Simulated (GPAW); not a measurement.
## LaNi2P2 (I4/mmm): the P K absorption edge

What does one-electron theory with a core hole give for the P K edge of LaNi2P2 (I4/mmm)?

Method: X-ray absorption from dipole matrix elements to empty bands, plane-wave PAW LDA, without spin-orbit coupling, in GPAW 26.7.0.

## (1) The structure

The structure is tetragonal, space group I4/mmm (No. 139). Conventional cell: a = 4.007 Å, b = 4.007 Å, c = 9.632 Å, α = 90.00°, β = 90.00°, γ = 90.00°. Nearest to La lie 10 P at 3.07 to 3.62 Å and 8 Ni at 3.13 Å. Nearest to Ni lie 4 P at 2.34 Å and 4 Ni at 2.83 Å and 4 La at 3.13 Å. Nearest to P lie 4 Ni at 2.34 Å and 1 P at 2.39 Å and 5 La at 3.07 to 3.62 Å. Farther neighbours are not listed.

Coordinates:

```cif
data_structure
_symmetry_space_group_name_H-M 'P 1'
_symmetry_Int_Tables_number 1
_cell_length_a 5.5877
_cell_length_b 5.5877
_cell_length_c 5.5877
_cell_angle_alpha 137.977
_cell_angle_beta 137.977
_cell_angle_gamma 60.939
_cell_volume 77.33
loop_
_atom_site_label
_atom_site_type_symbol
_atom_site_fract_x
_atom_site_fract_y
_atom_site_fract_z
_atom_site_occupancy
La1 La 0.00000 0.00000 0.00000 1
Ni2 Ni 0.25000 0.75000 0.50000 1
Ni3 Ni 0.75000 0.25000 0.50000 1
P4 P 0.62400 0.62400 0.00000 1
P5 P 0.37600 0.37600 0.00000 1
```

## (2) The field without a hole

A plain self-consistent run shows whether there is a gap and which moments survive; both decide the set-up of the core-hole run.

File scf.py:

```python
import numpy as np
from ase import Atoms
from ase.parallel import parprint, paropen
from gpaw import GPAW, PW, FermiDirac, Mixer, MixerDif, setup_paths
from gpaw.test import gen
setup_paths.insert(0, '.')
gen('P', name='nch1s', xcname='LDA', corehole=(1, 0, 0), write_xml=True)
from gpaw.mpi import world
world.barrier()

atoms = Atoms('LaNi2P2',
    cell=[[-2.0035, 2.0035, 4.816],
     [2.0035, -2.0035, 4.816],
     [2.0035, 2.0035, -4.816]],
    scaled_positions=[[0, 0, 0],
     [0.25, 0.75, 0.5],
     [0.75, 0.25, 0.5],
     [0.624, 0.624, 0],
     [0.376, 0.376, 0]],
    magmoms=[0.0, 2.0, 2.0, 0.0, 0.0],
    pbc=True)
atoms.calc = calc = GPAW(legacy_gpaw=True, mode=PW(430), xc='LDA', setups={3: 'nch1s'},
    kpts={'size': (7, 7, 7), 'gamma': True}, occupations=FermiDirac(0.05),
    charge=0, mixer=MixerDif(0.05, 8, 50), maxiter=150,
    convergence={'density': 0.0001}, txt='scf.txt')
energy = atoms.get_potential_energy() + calc.get_reference_energy()
ef = calc.get_fermi_level()
out = dict(energy=energy, fermi=ef, forces=atoms.get_forces().tolist(), magmoms=atoms.get_magnetic_moments().tolist())
parprint(f'all-electron energy {energy:.4f} eV, Fermi level {ef:.4f} eV')
ev = np.array([[calc.get_eigenvalues(k, s) for k in range(len(calc.get_ibz_k_points()))] for s in range(calc.get_number_of_spins())])
out['homo'], out['lumo'], out['counts'] = ev[ev < ef].max(), ev[ev > ef].min(), sorted(set((ev < ef).sum((0, 2)).tolist()))
out['filled'] = (ev[:, 0] < ef).sum(1).tolist()
import json
with paropen('out.json', 'w') as f:
    json.dump(out, f)
```

Run with:

```sh
OMP_NUM_THREADS=1 mpirun -n 4 gpaw python scf.py
```

Numbers of over 12 decimals in the logs are rounded to 6 here.

Log:

```text
Input parameters:
  convergence: {density: 0.0001}
  kpts: {gamma: True,
         size: (7, 7, 7)}
  maxiter: 150
  mixer: {backend: pulay,
          beta: 0.05,
          method: difference,
          nmaxold: 8,
          weight: 50}
  mode: {ecut: 430.0,
         name: pw}
  occupations: {fixmagmom: False,
                name: fermi-dirac,
                width: 0.05}
  setups: {3: nch1s}

Initialize ...

[... PAW data sets ...]

Reference energy: -332085.026269  # eV

Spin-polarized calculation.
Initial magnetic moment: 4.000000

[... convergence settings ...]
Symmetries present (total): 8
  [... symmetry matrices ...]

343 k-points: 7 x 7 x 7 Monkhorst-Pack grid
40 k-points in the irreducible part of the Brillouin zone
       k-points in crystal coordinates                weights
   0:     0.00000000    0.00000000    0.00000000          1/343
   1:     0.14285714   -0.14285714    0.00000000          4/343
   2:     0.14285714   -0.14285714    0.14285714          4/343
   3:     0.14285714    0.00000000    0.00000000          8/343
   4:     0.14285714    0.14285714   -0.14285714          2/343
   5:     0.28571429   -0.28571429    0.00000000          4/343
   6:     0.28571429   -0.28571429    0.14285714          8/343
   7:     0.28571429   -0.28571429    0.28571429          4/343
   8:     0.28571429   -0.14285714    0.00000000         16/343
   9:     0.28571429   -0.14285714    0.14285714          8/343
          ...
  39:     0.42857143    0.42857143    0.42857143          8/343

Wave functions: Plane wave expansion
  Cutoff energy: 430.000 eV
  Number of coefficients (min, max): 1550, 1589
  Pulay-stress correction: 0.000000 eV/Ang^3 (de/decut=0.000000)
  Using FFTW library
  Wavefunction extrapolation:
    Improved wavefunction reuse through dual PAW basis

Occupation numbers: Fermi-Dirac:
  width: 0.0500  # eV

Eigensolver
   Davidson(niter=2)

Densities:
  Coarse grid: 27*27*27 grid
  Fine grid: 54*54*54 grid
  Total Charge: 0.000000

Density mixing:
  Method: difference
  Backend: pulay
  Linear mixing parameter: 0.05
  old densities: 8
  Width of damping distribution: 1.1
  Damping of long wavelength oscillations: 50

[... Hamiltonian set-up ...]
Number of atoms: 5
Number of atomic orbitals: 52
Number of bands in calculation: 39
Number of valence electrons: 53
Bands to converge: occupied

... initialized

Initializing position-dependent things.

Density initialized from atomic densities
Creating initial wave functions:
  39 bands from LCAO basis set

       P

       P Ni
            Ni

       La

Atomic positions and initial magnetic moments

Positions:
   0 La     0.000000    0.000000    0.000000    ( 0.0000,  0.0000,  0.0000)
   1 Ni     2.003500    0.000000    2.408000    ( 0.0000,  0.0000,  2.0000)
   2 Ni     0.000000    2.003500    2.408000    ( 0.0000,  0.0000,  2.0000)
   3 P     -0.000000    0.000000    6.010368    ( 0.0000,  0.0000,  0.0000)
   4 P     -0.000000    0.000000    3.621632    ( 0.0000,  0.0000,  0.0000)

Unit cell:
           periodic     x           y           z      points  spacing
  1. axis:    yes   -2.003500    2.003500    4.816000    27     0.1370
  2. axis:    yes    2.003500   -2.003500    4.816000    27     0.1370
  3. axis:    yes    2.003500    2.003500   -4.816000    27     0.1049

  Lengths:   5.587654   5.587654   5.587654
  Angles:  137.976631 137.976631  60.938791

Effective grid spacing dv^(1/3) = 0.1578

iter:   1   -39.178804                   +4.0081
iter:   2   -39.636445   -0.35  -1.39    +1.5573
iter:   3   -39.607999   -0.53  -1.46    +0.2875
iter:   4   -39.450761   -1.62  -1.60    +0.2279
iter:   5   -39.527157   -1.59  -1.66    +0.0872
iter:   6   -39.735536   -1.52  -2.17    +0.0007
iter:   7   -39.504880   -1.83  -1.82    -0.0047
iter:   8   -39.499942   -3.31  -2.51    -0.0042
iter:   9   -39.541100   -2.65  -2.65    -0.0022
iter:  10   -39.499369   -2.79  -2.27    -0.0009
iter:  11   -39.500745   -2.96  -2.82    -0.0006
iter:  12   -39.498575c  -3.99  -2.93    -0.0003
iter:  13   -39.498467c  -5.01  -3.56    -0.0001
iter:  14   -39.498501c  -5.64  -3.79    -0.0000
iter:  15   -39.498444c  -5.92  -3.72    -0.0000
iter:  16   -39.498455c  -5.99  -3.91    -0.0000
iter:  17   -39.498430c  -6.17  -3.72    -0.0000
iter:  18   -39.498417c  -5.70  -3.87    -0.0000
iter:  19   -39.498414c  -5.90  -3.86    -0.0000
iter:  20   -39.498414c  -6.66  -4.20c   -0.0000
iter:  21   -39.498433c  -6.25  -4.23c   -0.0000
iter:  22   -39.498412c  -6.29  -4.02c   -0.0000
iter:  23   -39.498409c  -6.23  -4.28c   -0.0000
iter:  24   -39.498417c  -6.12  -4.24c   -0.0000
iter:  25   -39.498412c  -7.21  -4.36c   -0.0000
iter:  26   -39.498412c  -6.43  -4.56c   -0.0000
iter:  27   -39.498413c  -6.99  -4.42c   -0.0000
iter:  28   -39.498413c  -7.66c -5.11c   -0.0000

Converged after 28 iterations.

Dipole moment: (0.000000, -0.000000, -0.000000) |e|*Ang

Total magnetic moment: (0.000000, 0.000000, -0.000000)
Local magnetic moments:
   0 La ( 0.000000,  0.000000,  0.000000)
   1 Ni ( 0.000000,  0.000000, -0.000000)
   2 Ni ( 0.000000,  0.000000, -0.000000)
   3 P  ( 0.000000,  0.000000,  0.000000)
   4 P  ( 0.000000,  0.000000,  0.000000)

Energy contributions relative to reference atoms: (reference = -332085.026269)

Kinetic:        +33.836567
Potential:      -24.516132
External:        +0.000000
XC:             -48.310064
Entropy (-ST):   -0.015617
Local:           -0.500977
SIC:             +0.000000
--------------------------
Free energy:    -39.506222
Extrapolated:   -39.498413

Spin contamination: 0.000000 electrons
Showing only first 2 kpts
                      Up                     Down
 Kpt  Band  Eigenvalues  Occupancy  Eigenvalues  Occupancy
  0    24      9.53058    1.00000      9.53058    1.00000
  0    25      9.91191    1.00000      9.91191    1.00000
  0    26     10.68111    0.43940     10.68111    0.43940
  0    27     10.68111    0.43940     10.68111    0.43940

  1    24      9.53655    1.00000      9.53655    1.00000
  1    25     10.03169    1.00000     10.03169    1.00000
  1    26     10.08502    0.99999     10.08502    0.99999
  1    27     11.50195    0.00000     11.50195    0.00000

Fermi level: 10.66893

No gap
No difference between direct/indirect transitions

Forces in eV/Ang:
  0 La   -0.00000   -0.00000    0.00000
  1 Ni   -0.00000    0.00000   -0.00000
  2 Ni    0.00000   -0.00000   -0.00000
  3 P     0.00000    0.00000    0.97127
  4 P     0.00000   -0.00000   -0.97127
Scalar-relativistic atomic LDA calculation for P (Phosphorus, Z=15)
Core hole in 1s state (1s occupation: 2.0)
450 radial gridpoints.
|------------------------------------------------|
|------------------------------------------------|
[... the atom generator's iteration count ...]

Energy contributions:
-------------------------
Kinetic:     +341.479749
XC:           -21.839194
Potential:   -660.402537
-------------------------
Total:       -340.761981

state      eigenvalue         ekin         rmax
-----------------------------------------------
1s^2.0 :   -76.281580   106.327718        0.068
2s^2.0 :    -6.362337    15.621703        0.420
2p^6.0 :    -4.575935    14.804944        0.354
3s^2.0 :    -0.515028     2.181743        1.565
3p^3.0 :    -0.205646     1.462587        1.827
-----------------------------------------------
(units: Bohr and Hartree)

Generating PAW setup
Kinetic energy of the core from tauc = 333.550059
Cutoffs:
rc(s)=1.800
rc(p)=1.800
rc(d)=1.800
rc(vbar)=1.620
rc(comp)=1.800
rc(nct)=1.800

Kinetic energy of the core states: 332.728503
Charge: 0.0
Core electrons: 10.0
Valence electrons: 5.0
Pseudo-core charge: 0.181656
Shape function alpha=3.086
Pseudo-electron charge 5.454854
state    eigenvalue         norm
--------------------------------
3s(2) :    -0.515028     1.126397
*s    :     0.484972
3p(3) :    -0.205646     1.006802
*p    :     0.794354
*d    :     0.000000
--------------------------------

Diagonalizing with gridspacing h=0.050

state   all-electron     PAW
-------------------------------
3s:      -0.515028    -0.515337
3p:      -0.205646    -0.205904
*d:                    0.038554
*f:                    0.072541
-------------------------------
all-electron energy -332124.5247 eV, Fermi level 10.6689 eV
```

Run time: 76 s. Hardware: 4 MPI ranks of Arm Neoverse V2, shared host; peak memory 0.38 GiB; 5 min of CPU time.

The mesh shows no gap, so the system is treated as a metal and the core electron is put at the Fermi level (neutral cell).

## (3) Supercell without a hole, the energy reference

The photon energy needs a difference of total energies, so the cell and mesh of the coming hole run are first run without a hole.

scf.py, as its differences from that of step 2:

```diff
@@ -10,15 +10,35 @@
 
-atoms = Atoms('LaNi2P2',
-    cell=[[-2.0035, 2.0035, 4.816],
-     [2.0035, -2.0035, 4.816],
-     [2.0035, 2.0035, -4.816]],
+atoms = Atoms('La5Ni10P10',
+    cell=[[-6.0105, -2.0035, 4.816],
+     [2.0035, -6.0105, 4.816],
+     [6.0105, 2.0035, 4.816]],
     scaled_positions=[[0, 0, 0],
-     [0.25, 0.75, 0.5],
-     [0.75, 0.25, 0.5],
-     [0.624, 0.624, 0],
-     [0.376, 0.376, 0]],
-    magmoms=[0.0, 2.0, 2.0, 0.0, 0.0],
+     [0.6, 0.2, 0.2],
+     [0.2, 0.4, 0.4],
+     [0.8, 0.6, 0.6],
+     [0.4, 0.8, 0.8],
+     [0.05, 0.1, 0.35],
+     [0.65, 0.3, 0.55],
+     [0.25, 0.5, 0.75],
+     [0.85, 0.7, 0.95],
+     [0.45, 0.9, 0.15],
+     [0.35, 0.7, 0.45],
+     [0.95, 0.9, 0.65],
+     [0.55, 0.1, 0.85],
+     [0.15, 0.3, 0.05],
+     [0.75, 0.5, 0.25],
+     [0.624, 0, 0.624],
+     [0.224, 0.2, 0.824],
+     [0.824, 0.4, 0.024],
+     [0.424, 0.6, 0.224],
+     [0.024, 0.8, 0.424],
+     [0.376, 0, 0.376],
+     [0.976, 0.2, 0.576],
+     [0.576, 0.4, 0.776],
+     [0.176, 0.6, 0.976],
+     [0.776, 0.8, 0.176]],
+    magmoms=[0.0, 0.0, 0.0, 0.0, 0.0, 2.0, 2.0, 2.0, 2.0, 2.0, 2.0, 2.0, 2.0, 2.0, 2.0, 0.0, 0.0, 0.0, 0.0, 0.0, 0.0, 0.0, 0.0, 0.0, 0.0],
     pbc=True)
-atoms.calc = calc = GPAW(legacy_gpaw=True, mode=PW(430), xc='LDA', setups={3: 'nch1s'},
-    kpts={'size': (7, 7, 7), 'gamma': True}, occupations=FermiDirac(0.05),
+atoms.calc = calc = GPAW(legacy_gpaw=True, mode=PW(430), xc='LDA', setups={15: 'nch1s'},
+    kpts={'size': (3, 3, 3), 'gamma': True}, occupations=FermiDirac(0.1),
     charge=0, mixer=MixerDif(0.05, 8, 50), maxiter=150,
```

Log:

```text
Input parameters:
  convergence: {density: 0.0001}
  kpts: {gamma: True,
         size: (3, 3, 3)}
  maxiter: 150
  mixer: {backend: pulay,
          beta: 0.05,
          method: difference,
          nmaxold: 8,
          weight: 50}
  mode: {ecut: 430.0,
         name: pw}
  occupations: {fixmagmom: False,
                name: fermi-dirac,
                width: 0.1}
  setups: {15: nch1s}

Initialize ...

[...]
3s(2) :    -0.515028     1.126397
*s    :     0.484972
3p(3) :    -0.205646     1.006802
*p    :     0.794354
*d    :     0.000000
--------------------------------

Diagonalizing with gridspacing h=0.050

state   all-electron     PAW
-------------------------------
3s:      -0.515028    -0.515337
3p:      -0.205646    -0.205904
*d:                    0.038554
*f:                    0.072541
-------------------------------
all-electron energy -1660622.6223 eV, Fermi level 10.6652 eV
[key lines of the parts left out:]
Converged after 37 iterations.
Dipole moment: (-0.000000, 0.000000, -0.000000) |e|*Ang
Free energy:   -197.657371
Fermi level: 10.66525
```

It took 7.4 min on 4 MPI ranks; peak memory 0.65 GiB.

Reference energy: -1660622.622 eV with the cores included.

(Continued in part 2 of 3.)

[Banner, clock and machine lines of the logs are left out without a mark of their own.]

[Logs are printed without paths, hosts, clocks, repeated set-up lines and the standing remarks that a program may print on its own settings, such as how far it seeks lower states.]

[Hosts, paths, dates, database ids (printed as entryN), source tags and the programs' standing remarks are cut or masked in the printed files.]

[Lists of maxima count a maximum above −3 eV only where it reaches 4 % of the highest in the window and stands out from its surroundings by 2 % of it (1.5 % where it reaches 55 %); shoulders and weaker maxima are passed over, and of the rest the first, up to two pre-edge ones and the few strongest are named.]
